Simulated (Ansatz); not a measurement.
# The perfect Pd wire along [111], 7 atoms a period

Wanted: the relaxed geometry and the bands of the Pd wire along [111], 7 atoms a period.

Calculated with Ansatz 0.2.0; DFT PBE, plane waves, PAW; relaxation of a wire's period; PAW set soft_1, in the first sound run; inputs show where later runs differ.

**1. The starting structure**

The cell holds 7 atoms: 7 Pd. Cell: a = 9.586 Å, b = 10.017 Å, c = 6.824 Å, α = 90.0°, β = 90.0°, γ = 90.0°. Vacuum lies along a and b. The structure's axis is c.

**2. Relaxing the period**

Band widths follow the bond lengths, so the wire is relaxed first. The atoms and the third cell vector are free; the box across stays fixed as vacuum. A Fermi-Dirac smearing is set since the result may be a metal. The pressure printed is a third of the stress's trace over the whole box, vacuum included; only the stress along the axis is relaxed.

input.yaml reads:

```yaml
crystal:
  lattice:
    - [9.586, 0.0, 0.0]
    - [0.0, 10.017, 0.0]
    - [0.0, 0.0, 6.8242801818]
  atoms:
    - { symbol: Pd, position: [0.500000037, 0.499999827, 0.0] }
    - { symbol: Pd, position: [0.354683914, 0.419711404, 0.333333333] }
    - { symbol: Pd, position: [0.500000037, 0.660576673, 0.333333333] }
    - { symbol: Pd, position: [0.645316161, 0.419711404, 0.333333333] }
    - { symbol: Pd, position: [0.354683914, 0.58028825, 0.666666667] }
    - { symbol: Pd, position: [0.500000037, 0.339422981, 0.666666667] }
    - { symbol: Pd, position: [0.645316161, 0.58028825, 0.666666667] }
kpoints:
  mp_grid: { grid: [1, 1, 12] }
scf:
  occupations: { method: fermi_dirac, width: 0.05 }
hamiltonian:
  xc: pbe
  pseudopotentials: { kind: paw, azcp: { folder: soft_1 } }
relax:
  cell: { fix: [a, b, alpha, beta, gamma] }
  max_steps: 45
  f_tol: 0.03
```

Launch:

```bash
ansatz run input.yaml --threads 4 --pin off --max-ram 16384MiB --backend cpu --events-out ev --progress --plain --runs-dir out
```

Numbers of over 12 decimals in the logs are rounded to 6 here.

The program printed:

```text
Engine: ansatz 0.2.0, aarch64-unknown-linux-gnu
Pseudopotentials: kind: paw
Pseudopotential: Pd, paw, valence charge 18, recommended cutoff 420 eV (normal), soft_1/Pd.paw.azcp
Functional definition: PBE
  parameter kappa = 0.804
  parameter beta = 0.066725
  exchange = pbe_x(kappa = kappa, mu = beta*pi^2/3)
  correlation = pbe_c(beta = beta)
Crystal: 7 atoms, lattice volume = 655.288 Å³
Basis set: ecut = 420 eV, 12831 PW (Γ), exchange–correlation on 144×144×96 points (8 copies of the dense FFT grid, shifted against one another)
Bands: 76, of which v1, the nominal top of the filled ones, is band 63 counted from 1 (62 counted from 0)
Symmetry: 4 space group operations
Space group: P2/m (ITA 10), of the structure as read, at distance tolerance 8.7e-5 Å
k-points: 7 of 12
Non-local potential: Pd, projectors of the file, l = 0: 2, l = 1: 2, l = 2: 2, l = 3: 1
PAW form: soft (Blöchl's): semilocal exchange-correlation on the pseudo side does not see the compensation charge
PAW one-centre angular grid: Pd, 590 points (default); XC on 64 Gauss nodes
Initial density: superposition of atomic densities (neutral atoms: chi_scale 0, normalization atom)
Initial wavefunctions: pseudopotential atomic-orbital guess
Functional: x = pbe(κ = 0.804, μ = 0.219515), c = pbe(β = 0.066725)
SCF iter   1: F=—  HF=-48804.683765 eV  |F-HF|=—  |Δ(HF+E_count)|=         —  Δρ=5.37e-2  dr2=2.29e1  ethr=3.10e-3  ⟨swp⟩=6.1  Hψ=2159  notcnv=0  defer=2
preconditioner: auto → LDOS  [metal: Δε(μ)=0.001 eV  Ē_g=3.546 eV  σ=0.050 eV  W_gap=0.01  n_scr=104 (ndim 8)  ℏωp=12.1 eV  f_vac=0.707  D(μ)=32.25/eV (n_scr^D=306)  β→1.0]
SCF iter   2: F=—  HF=-48803.162861 eV  |F-HF|=—  |Δ(HF+E_count)|=    1.52e0  Δρ=4.08e-2  dr2=1.34e1  ethr=3.10e-3  ⟨swp⟩=3.9  Hψ=1468  notcnv=0  defer=14
SCF iter   3: F=—  HF=-48799.928840 eV  |F-HF|=—  |Δ(HF+E_count)|=    3.23e0  Δρ=7.34e-3  dr2=5.18e-1  ethr=3.10e-3  ⟨swp⟩=3.0  Hψ=1198  notcnv=0  defer=25
SCF iter   4: F=—  HF=-48799.932958 eV  |F-HF|=—  |Δ(HF+E_count)|=   4.12e-3  Δρ=4.62e-3  dr2=2.65e-1  ethr=4.11e-4  ⟨swp⟩=2.6  Hψ=937  notcnv=0  defer=25
SCF iter   5: F=—  HF=-48799.913187 eV  |F-HF|=—  |Δ(HF+E_count)|=   1.98e-2  Δρ=2.25e-3  dr2=7.99e-2  ethr=2.10e-4  ⟨swp⟩=2.1  Hψ=803  notcnv=0  defer=25
SCF iter   6: F=—  HF=-48799.914172 eV  |F-HF|=—  |Δ(HF+E_count)|=   9.84e-4  Δρ=1.88e-3  dr2=3.83e-2  ethr=6.34e-5  ⟨swp⟩=2.0  Hψ=562  notcnv=0  defer=25
SCF iter   7: F=—  HF=-48799.912844 eV  |F-HF|=—  |Δ(HF+E_count)|=   1.33e-3  Δρ=1.06e-3  dr2=1.44e-2  ethr=3.04e-5  ⟨swp⟩=1.9  Hψ=523  notcnv=0  defer=25
SCF iter   8: F=—  HF=-48799.912699 eV  |F-HF|=—  |Δ(HF+E_count)|=   1.44e-4  Δρ=5.43e-4  dr2=3.28e-3  ethr=1.14e-5  ⟨swp⟩=2.0  Hψ=533  notcnv=0  defer=25
SCF iter   9: F=—  HF=-48799.912608 eV  |F-HF|=—  |Δ(HF+E_count)|=   9.20e-5  Δρ=2.30e-4  dr2=2.94e-4  ethr=2.60e-6  ⟨swp⟩=1.9  Hψ=522  notcnv=0  defer=25
SCF iter  10: F=—  HF=-48799.912634 eV  |F-HF|=—  |Δ(HF+E_count)|=   2.69e-5  Δρ=7.20e-5  dr2=2.46e-5  ethr=2.34e-7  ⟨swp⟩=2.6  Hψ=762  notcnv=0  defer=25
SCF iter  11: F=—  HF=-48799.912927 eV  |F-HF|=—  |Δ(HF+E_count)|=   2.92e-4  Δρ=3.21e-5  dr2=8.09e-6  ethr=1.95e-8  ⟨swp⟩=2.1  Hψ=768  notcnv=0  defer=25
SCF iter  12: F=—  HF=-48799.912928 eV  |F-HF|=—  |Δ(HF+E_count)|=   1.08e-6  Δρ=1.28e-5  dr2=1.67e-6  ethr=6.42e-9  ⟨swp⟩=1.1  Hψ=508  notcnv=0  defer=25
SCF iter  13: F=—  HF=-48799.912928 eV  |F-HF|=—  |Δ(HF+E_count)|=   2.19e-8  Δρ=8.76e-6  dr2=9.74e-7  ethr=1.32e-9  ⟨swp⟩=2.3  Hψ=620  notcnv=0  defer=25
SCF iter  14: F=—  HF=-48799.912928 eV  |F-HF|=—  |Δ(HF+E_count)|=   1.12e-8  Δρ=6.11e-6  dr2=4.92e-7  ethr=7.73e-10  ⟨swp⟩=1.0  Hψ=507  notcnv=0  defer=25
SCF iter  15: F=-48799.912928 eV  HF=-48799.912928 eV  |F-HF|=5.36e-8  |Δ(HF+E_count)|=   4.23e-8  Δρ=2.49e-6  dr2=6.74e-8  ethr=7.94e-11  ⟨swp⟩=3.0  Hψ=1691  notcnv=0
SCF 1 converged in 15 iterations: F = -48799.912928 eV  dr2 = 6.74e-8
  greatest PAW one-centre occupation: 1.000 electrons in one spin orbital (limit 2), on the Pd atom at site 6 (counted from 0), in its partial waves of l = 0
relax step   1: F+E_penalty+E_count = -48799.91292771 eV  Δ(F+E_penalty+E_count) = +0.000e0 eV  max|allowed force component| = 1.051e0 eV/Å  Δτ_max = 0.0000 Å  P = -1.694 GPa  Ω = 655.288 Å³  fix = [a, b, alpha, beta, gamma]  reactions: a -1.251, b -1.270 GPa; alpha -0.003 GPa/rad  (15 SCF iters, dr2 threshold 1.00e-7 eV, accepted)
Crystal: 7 atoms, lattice volume = 623.366 Å³
Basis set: ecut = 420 eV, 12149 PW (Γ), exchange–correlation on 144×144×96 points (8 copies of the dense FFT grid, shifted against one another)
Initial density: handed on by an earlier stage of this run
Initial wavefunctions: those handed on with the density
iter 1 solved again at ethr=5.30e-4 eV; its pass at ethr=3.10e-3 eV (dr2=6.67e-1 eV) is discarded
SCF iter   1: F=—  HF=-48800.212644 eV  |F-HF|=—  |Δ(HF+E_count)|=         —  Δρ=1.12e-2  dr2=6.71e-1  ethr=5.30e-4  ⟨swp⟩=2.1  Hψ=2752  notcnv=0
preconditioner: auto → LDOS  [metal: Δε(μ)=0.036 eV  Ē_g=4.696 eV  σ=0.050 eV  W_gap=0.17  n_scr=96 (ndim 8)  ℏωp=12.4 eV  f_vac=0.710  D(μ)=27.35/eV (n_scr^D=232)  β→1.0]
SCF iter   2: F=—  HF=-48800.136498 eV  |F-HF|=—  |Δ(HF+E_count)|=   7.61e-2  Δρ=5.21e-3  dr2=2.68e-1  ethr=5.30e-4  ⟨swp⟩=3.6  Hψ=945  notcnv=0
SCF iter   3: F=—  HF=-48800.100967 eV  |F-HF|=—  |Δ(HF+E_count)|=   3.55e-2  Δρ=2.26e-3  dr2=7.02e-2  ethr=2.13e-4  ⟨swp⟩=3.1  Hψ=975  notcnv=0  defer=25
SCF iter   4: F=—  HF=-48800.087944 eV  |F-HF|=—  |Δ(HF+E_count)|=   1.30e-2  Δρ=1.30e-3  dr2=1.63e-2  ethr=5.57e-5  ⟨swp⟩=2.0  Hψ=818  notcnv=0  defer=25
SCF iter   5: F=—  HF=-48800.086884 eV  |F-HF|=—  |Δ(HF+E_count)|=   1.06e-3  Δρ=7.50e-4  dr2=6.80e-3  ethr=1.29e-5  ⟨swp⟩=2.6  Hψ=762  notcnv=0  defer=25
SCF iter   6: F=—  HF=-48800.087019 eV  |F-HF|=—  |Δ(HF+E_count)|=   1.35e-4  Δρ=5.70e-4  dr2=3.22e-3  ethr=5.40e-6  ⟨swp⟩=2.0  Hψ=589  notcnv=0  defer=25
SCF iter   7: F=—  HF=-48800.086917 eV  |F-HF|=—  |Δ(HF+E_count)|=   1.03e-4  Δρ=2.90e-4  dr2=1.14e-3  ethr=2.55e-6  ⟨swp⟩=1.1  Hψ=509  notcnv=0  defer=25
SCF iter   8: F=—  HF=-48800.086942 eV  |F-HF|=—  |Δ(HF+E_count)|=   2.52e-5  Δρ=1.06e-4  dr2=1.02e-4  ethr=9.08e-7  ⟨swp⟩=2.0  Hψ=638  notcnv=0  defer=25
SCF iter   9: F=—  HF=-48800.087071 eV  |F-HF|=—  |Δ(HF+E_count)|=   1.29e-4  Δρ=3.01e-5  dr2=6.48e-6  ethr=8.12e-8  ⟨swp⟩=2.0  Hψ=763  notcnv=0  defer=25
SCF iter  10: F=-48800.087072 eV  HF=-48800.087072 eV  |F-HF|=1.86e-7  |Δ(HF+E_count)|=   1.12e-6  Δρ=1.14e-5  dr2=5.21e-7  ethr=5.56e-10  ⟨swp⟩=3.4  Hψ=2059  notcnv=0
SCF 2 converged in 10 iterations: F = -48800.087072 eV  dr2 = 5.21e-7
[...]
SCF iter   7: F=—  HF=-48800.473376 eV  |F-HF|=—  |Δ(HF+E_count)|=   8.82e-5  Δρ=1.03e-4  dr2=1.25e-4  ethr=1.28e-6  ⟨swp⟩=2.0  Hψ=805  notcnv=0  defer=14
SCF iter   8: F=—  HF=-48800.473474 eV  |F-HF|=—  |Δ(HF+E_count)|=   9.83e-5  Δρ=4.29e-5  dr2=1.56e-5  ethr=9.96e-8  ⟨swp⟩=2.0  Hψ=738  notcnv=0  defer=14
SCF iter   9: F=—  HF=-48800.473472 eV  |F-HF|=—  |Δ(HF+E_count)|=   1.67e-6  Δρ=1.35e-5  dr2=1.22e-6  ethr=1.24e-8  ⟨swp⟩=2.0  Hψ=762  notcnv=0  defer=14
SCF iter  10: F=-48800.473472 eV  HF=-48800.473472 eV  |F-HF|=3.09e-8  |Δ(HF+E_count)|=   1.51e-7  Δρ=3.72e-6  dr2=5.94e-8  ethr=5.56e-10  ⟨swp⟩=4.0  Hψ=1705  notcnv=0
SCF 3 converged in 10 iterations: F = -48800.473472 eV  dr2 = 5.94e-8
relax step   3: F+E_penalty+E_count = -48800.47347224 eV  Δ(F+E_penalty+E_count) = -3.864e-1 eV  max|allowed force component| = 2.299e-1 eV/Å  Δτ_max = 0.1006 Å  P = -0.482 GPa  Ω = 624.652 Å³  energy of the carried Pulay correction = +1.852e-3 eV  fix = [a, b, alpha, beta, gamma]  reactions: a -0.285, b -0.308 GPa; alpha -0.001 GPa/rad  (10 SCF iters, dr2 threshold 7.00e-7 eV, accepted)
[...]
relax step   4: F+E_penalty+E_count = -48800.51454871 eV  Δ(F+E_penalty+E_count) = -4.108e-2 eV  max|allowed force component| = 1.325e-1 eV/Å  Δτ_max = 0.0292 Å  P = -0.203 GPa  Ω = 611.036 Å³  energy of the carried Pulay correction = +2.704e-3 eV  fix = [a, b, alpha, beta, gamma]  reactions: a -0.169, b -0.195 GPa; alpha +0.002 GPa/rad  (9 SCF iters, dr2 threshold 7.00e-7 eV, accepted)
[...]
relax step   5: F+E_penalty+E_count = -48800.52070896 eV  Δ(F+E_penalty+E_count) = -6.160e-3 eV  max|allowed force component| = 4.810e-3 eV/Å  Δτ_max = 0.0112 Å  P = -0.014 GPa  Ω = 609.737 Å³  energy of the carried Pulay correction = +2.786e-3 eV  fix = [a, b, alpha, beta, gamma]  reactions: a -0.013, b -0.037 GPa; alpha -0.001 GPa/rad  (8 SCF iters, dr2 threshold 7.00e-7 eV, accepted)
Basis set: ecut = 420 eV, 11941 PW (Γ), exchange–correlation on 144×144×90 points (8 copies of the dense FFT grid, shifted against one another)
Initial wavefunctions: pseudopotential atomic-orbital guess (no wavefunctions were taken with the density)
iter 1 solved again at ethr=2.08e-6 eV; its pass at ethr=3.10e-3 eV (dr2=2.62e-3 eV) is discarded
SCF iter   1: F=—  HF=-48800.515889 eV  |F-HF|=—  |Δ(HF+E_count)|=         —  Δρ=1.19e-4  dr2=1.60e-5  ethr=2.08e-6  ⟨swp⟩=3.3  Hψ=3484  notcnv=0
eigensolver tolerance schedule: the retry pair's looser diagonalisation over-reported the residual by 162.48 of it (diagonalisation noise at 0.12 of the residual, at the tolerance the schedule requests for it); recorded, not acted on — ethr = c·dr2/N_el stays at c = 1.0e-1
preconditioner: auto → LDOS  [metal: Δε(μ)=0.057 eV  Ē_g=4.631 eV  σ=0.050 eV  W_gap=0.27  n_scr=96 (ndim 8)  ℏωp=12.6 eV  f_vac=0.697  D(μ)=20.37/eV (n_scr^D=160)  β→1.0]
SCF iter   2: F=—  HF=-48800.515835 eV  |F-HF|=—  |Δ(HF+E_count)|=   5.45e-5  Δρ=5.32e-5  dr2=1.24e-5  ethr=1.27e-8  ⟨swp⟩=2.1  Hψ=980  notcnv=0
SCF iter   3: F=—  HF=-48800.515831 eV  |F-HF|=—  |Δ(HF+E_count)|=   4.01e-6  Δρ=1.57e-5  dr2=1.19e-6  ethr=9.88e-9  ⟨swp⟩=2.3  Hψ=927  notcnv=0
SCF iter   4: F=—  HF=-48800.515956 eV  |F-HF|=—  |Δ(HF+E_count)|=   1.25e-4  Δρ=4.34e-6  dr2=2.10e-7  ethr=9.46e-10  ⟨swp⟩=3.0  Hψ=1063  notcnv=0
SCF iter   5: F=—  HF=-48800.515956 eV  |F-HF|=—  |Δ(HF+E_count)|=   2.25e-8  Δρ=2.81e-6  dr2=9.11e-8  ethr=1.67e-10  ⟨swp⟩=2.1  Hψ=769  notcnv=0
SCF iter   6: F=—  HF=-48800.515956 eV  |F-HF|=—  |Δ(HF+E_count)|=   3.58e-9  Δρ=2.14e-6  dr2=4.58e-8  ethr=7.23e-11  ⟨swp⟩=1.0  Hψ=532  notcnv=0
SCF iter   7: F=—  HF=-48800.515956 eV  |F-HF|=—  |Δ(HF+E_count)|=   1.75e-9  Δρ=8.85e-7  dr2=1.26e-8  ethr=3.64e-11  ⟨swp⟩=2.0  Hψ=645  notcnv=0
SCF iter   8: F=—  HF=-48800.515956 eV  |F-HF|=—  |Δ(HF+E_count)|=   1.06e-9  Δρ=4.73e-7  dr2=2.22e-9  ethr=9.96e-12  ⟨swp⟩=2.3  Hψ=714  notcnv=0
SCF iter   9: F=—  HF=-48800.515956 eV  |F-HF|=—  |Δ(HF+E_count)|=  2.98e-10  Δρ=2.81e-7  dr2=9.21e-10  ethr=1.76e-12  ⟨swp⟩=1.6  Hψ=537  notcnv=0
SCF iter  10: F=—  HF=-48800.515956 eV  |F-HF|=—  |Δ(HF+E_count)|=  9.46e-11  Δρ=1.14e-7  dr2=1.14e-10  ethr=1.00e-12  ⟨swp⟩=1.4  Hψ=539  notcnv=0
SCF iter  11: F=-48800.515956 eV  HF=-48800.515956 eV  |F-HF|=0.00e0  |Δ(HF+E_count)|=  3.64e-11  Δρ=3.47e-8  dr2=6.77e-12  ethr=1.00e-12  ⟨swp⟩=4.1  Hψ=1690  notcnv=0
SCF 6 converged in 11 iterations: F = -48800.515956 eV  dr2 = 6.77e-12
relax step   6: F+E_penalty+E_count = -48800.51595581 eV  Δ(F+E_penalty+E_count) = +4.753e-3 eV  max|allowed force component| = 5.123e-3 eV/Å  Δτ_max = 0.0000 Å  P = -0.008 GPa  Ω = 609.737 Å³  fix = [a, b, alpha, beta, gamma]  reactions: a -0.008, b -0.032 GPa; alpha -0.001 GPa/rad  stress off target by 1.76e-2 GPa on what of the cell is left free  SCF on the basis re-selected at this cell (its energy is not comparable with the rows above)  (11 SCF iters)
basis re-selected at this cell: Δ(F+E_penalty+E_count) = +4.753e-3 eV, ΔP = +0.006 GPa vs the last step (what re-selecting the basis moved, of the pressure what is left beyond the Pulay correction that the steps carried, after the strain that the cell walked since its last selection, with what the two solves' SCF thresholds leave and, on support functions, any second-order correction that the steps lacked; it is no measure of the basis error at this ecutwfc). The dense FFT grid was sized anew with the basis: this SCF ran on 72×72×45 points, the steps before it on 72×72×48, so part of this shift can come from that change (see relax.cell in the input reference). [rest of the remark cut]
SCF converged after 11 iterations
Free energy (F): -48800.515956 eV
Harris-Foulkes:  -48800.515956 eV  (|F-HF|=0.00e0)
Internal energy: -48800.353781 eV  (E = F + TS)
E sigma→0 (E₀):  -48800.434869 eV
Entropy (-TS):   -0.162174 eV (-23.168 meV/atom)
Fermi energy:    -0.210098 eV
--- Per-component energies (eV) ---
  E_band       = -3379.316573
  E_kinetic    = 3154.257672
  E_local      = -54026.708879  (includes V_loc(G=0)·N_el)
  E_nonlocal   = 2609.044260
  E_hartree    = 24551.363996
  E_xc         = -957.497761
  E_vxc        = -1208.476600  (∫ρ·V_xc dr)
  E_paw        = -26690.192080  (= ΣΔE_a)
  E_vpaw       = -3010.162520  (= ΣTr[D̂ρ^β])
  E_aug_tail   = 0.001630  (compensation charges beyond the density's cutoff)
  E_ewald      = 2559.377380
  E_smearing   = -0.162174  (= −TS)
  E_closure    = -0.000000  (closes the sum)
  Σ components = -48800.515956   (vs F -48800.515956, Δ=0.00e0)
--- Forces (eV/Å), atoms counted from 1 ---
  atom   1  Pd     0.00000000     0.00000000     0.00000000
  atom   2  Pd     0.00227471     0.00151219    -0.00505174
  atom   3  Pd     0.00000000    -0.00272594    -0.00512266
  atom   4  Pd    -0.00227471     0.00151219    -0.00505174
  atom   5  Pd     0.00227471    -0.00151219     0.00505174
  atom   6  Pd     0.00000000     0.00272594     0.00512266
  atom   7  Pd    -0.00227471    -0.00151219     0.00505174
  max |Σ_I F_I| component: 2.17e-19 eV/Å
--- Stress (GPa, compression-positive) ---
       -0.008158       0.000000       0.000000
        0.000000      -0.032467       0.000507
        0.000000       0.000507       0.017591
  P = ⅓ Tr σ = -0.0077 GPa (-0.077 kbar)
--- Relaxed structure (5 steps of the walk, 5 accepted, 1 SCFs on fresh bases) ---
  F+E_penalty+E_count = -48800.51595581 eV   max|allowed force component| = 5.123e-3 eV/Å   (the final SCF, on the basis selected at the relaxed cell)
  cell:  # Å, volume = 609.7374 Å³
    - [9.586, 0.0, 0.0]
    - [0.0, 10.017, 0]
    - [0.0, 0, 6.349913]
  atoms:
    - { symbol: Pd, position: [0.5, 0.5, 0] }
    - { symbol: Pd, position: [0.359553, 0.422437, 0.325699] }
    - { symbol: Pd, position: [0.5, 0.655205, 0.325831] }
    - { symbol: Pd, position: [0.640447, 0.422437, 0.325699] }
    - { symbol: Pd, position: [0.359553, 0.577563, 0.674301] }
    - { symbol: Pd, position: [0.5, 0.344795, 0.674169] }
    - { symbol: Pd, position: [0.640447, 0.577563, 0.674301] }
```

The job ended after 38 s (4 threads of Arm Neoverse V1, shared host; peak memory 1.3 GiB).

Relaxation path:

```csv
step,energy less that of the first step (eV),largest force component (eV/Å),pressure (GPa),volume (Å³)
1,0.0000,1.0507,-1.69,655.29
2,-0.1741,1.7337,1.59,623.37
3,-0.5605,0.2299,-0.48,624.65
4,-0.6016,0.1325,-0.20,611.04
5,-0.6078,0.0048,-0.01,609.74
6*,-0.6030,0.0051,-0.01,609.74
```

Relaxation steps marked * repeat the geometry before them on a plane-wave basis chosen anew for their cell, so energy and pressure can jump there.

The run keeps the 4 symmetry operations that it works with, so distortions that break them were not tested.

```csv
cell as run,before,after,change
c (Å),6.824,6.350,-7.0 %
```

The atoms that moved most (Å, along periodic axes as changes of fractional coordinates times the final cell, across vacuum about the mean position):

```csv
atom,dx,dy,dz,length
Pd4,-0.047,0.027,-0.048,0.073
Pd2,0.047,0.027,-0.048,0.073
Pd7,-0.047,-0.027,0.048,0.073
Pd5,0.047,-0.027,0.048,0.073
Pd6,0.000,0.054,0.048,0.072
Pd3,0.000,-0.054,-0.048,0.072
```

This step gave:

| Item | Value |
| --- | --- |
| energy at zero smearing | -48800.4349 eV |
| cell length along the wire | 6.350 Å |

The cell's length comes to 6.350 Å with spin left out.

**3. The wire at its relaxed period**

This step: DFT PBE, plane waves, PAW; bands of a perfect wire; PAW set soft_1 (Ansatz 0.2.0).

At the relaxed period the bands are computed along the axis; those that cross an energy going forward count the channels that a perfect wire would open there.

input.yaml reads:

```yaml
crystal:
  lattice:
    - [9.586, 0.0, 0.0]
    - [0.0, 10.017, 0.0]
    - [0.0, 0.0, 6.3499127033]
  atoms:
    - { symbol: Pd, position: [0.5, 0.5, 0.0] }
    - { symbol: Pd, position: [0.35955265, 0.422436859, 0.325699199] }
    - { symbol: Pd, position: [0.5, 0.65520454, 0.325830959] }
    - { symbol: Pd, position: [0.64044735, 0.422436859, 0.325699199] }
    - { symbol: Pd, position: [0.35955265, 0.577563141, 0.674300801] }
    - { symbol: Pd, position: [0.5, 0.34479546, 0.674169041] }
    - { symbol: Pd, position: [0.64044735, 0.577563141, 0.674300801] }
kpoints:
  mp_grid: { grid: [1, 1, 13] }
  band_path: { path: ["Γ", Z], npoints: 90 }
scf:
  occupations: { method: fermi_dirac, width: 0.05 }
hamiltonian:
  xc: pbe
  pseudopotentials: { kind: paw, azcp: { folder: soft_1 } }
output:
  dos: { e_range: [-5, 4] }
  write_potential: true
  write_density: true
  volumetric_format: npy
```

The program printed:

```text
[...]
Crystal: 7 atoms, lattice volume = 609.737 Å³
Basis set: ecut = 420 eV, 11941 PW (Γ)
Bands: 76, of which v1, the nominal top of the filled ones, is band 63 counted from 1 (62 counted from 0)
Symmetry: 4 space group operations
[...]
k-points: 7 of 13
[...]
SCF iter   1: F=—  HF=-48805.504755 eV  |F-HF|=—  |Δ(HF+E_count)|=         —  Δρ=6.13e-2  dr2=2.81e1  ethr=3.10e-3  ⟨swp⟩=6.9  Hψ=2172  notcnv=0  defer=1
[...]
SCF iter  15: F=-48800.516115 eV  HF=-48800.516115 eV  |F-HF|=5.60e-9  |Δ(HF+E_count)|=  3.06e-10  Δρ=1.11e-6  dr2=9.53e-9  ethr=7.94e-11  ⟨swp⟩=12.3  Hψ=1346  notcnv=0
SCF 1 converged in 15 iterations: F = -48800.516115 eV  dr2 = 9.53e-9
[...]
NSCF: frozen V_eff on 91 k-points
WARN: The output density's exchange-correlation potential varies sharply where the density is thin. Do not read a vacuum level from v_tot or v_xc, or from such a field of the output density. On a cell that repeats whose density bears no net charge and no dipole along the vacuum's axis use v_es (v_loc + v_h of the components); under efield.dipole_correction with no amplitude use v_es + v_field, which holds any externa [...]
SCF converged after 15 iterations
Free energy (F): -48800.516115 eV
[...]
Internal energy: -48800.353681 eV  (E = F + TS)
E sigma→0 (E₀):  -48800.434898 eV
Entropy (-TS):   -0.162433 eV (-23.205 meV/atom)
Fermi energy:    -0.210513 eV
[...]
--- Band table (eV; the first three rows and the last of 7) ---
  k-point 0: bands = [... 59 lower, -0.6528, -0.3878, -0.3353, -0.2598, -0.2590, 0.3560, 0.3818, 1.5285, ... 9 higher]
  k-point 1: bands = [... 59 lower, -0.6471, -0.3906, -0.3371, -0.2590, -0.2582, 0.3721, 0.3979, 1.1094, ... 9 higher]
  k-point 2: bands = [... 59 lower, -0.6275, -0.3992, -0.3415, -0.2524, -0.2517, 0.4226, 0.4484, 0.6370, ... 9 higher]
  k-point 6: bands = [... 59 lower, -0.5926, -0.4530, -0.3537, -0.2570, -0.0914, -0.0890, 1.0625, 1.0866, ... 9 higher]
```

Wall time 41 s (4 threads); peak memory 2.3 GiB; 2.7 min of CPU time.

Numbers from this step:

- band gap: 0 eV

Electronic bands along the path, in eV, zero at the Fermi level:

```csv
point,band 61,band 62,band 63,band 64,band 65,band 66,band 67,band 68
Γ,-0.18,-0.12,-0.05,-0.05,0.57,0.59,1.74,2.00
halfway,-0.21,-0.14,-0.01,-0.01,0.38,0.75,0.78,2.69
Z,-0.24,-0.14,-0.05,0.12,0.13,1.32,1.34,1.85
```

Between Γ and Z the bands cross the Fermi level 3 times, so a perfect wire would conduct at least 3 G₀, with spin left out.

**4. What came out**

```yaml
cell_length_pbe: 6.350 Å
ballistic_conductance_by_band_crossings_a_lower_bound_pbe: 3 G₀
```

In words: Under PBE the cell's length is 6.35 Å, and the bands cross the Fermi level 3 times between Γ and Z, which gives a perfect wire at least 3 G₀ (opposite crossings within one step of the path cancel in such a count). No spin was allowed, though thin wires with open d shells can turn magnetic.

[Logs are printed without paths, hosts, clocks, repeated set-up lines and the standing remarks that a program may print on its own settings, such as how far it seeks lower states.]

[Hosts, paths, dates, database ids (printed as entryN), source tags and the programs' standing remarks are cut or masked in the printed files.]
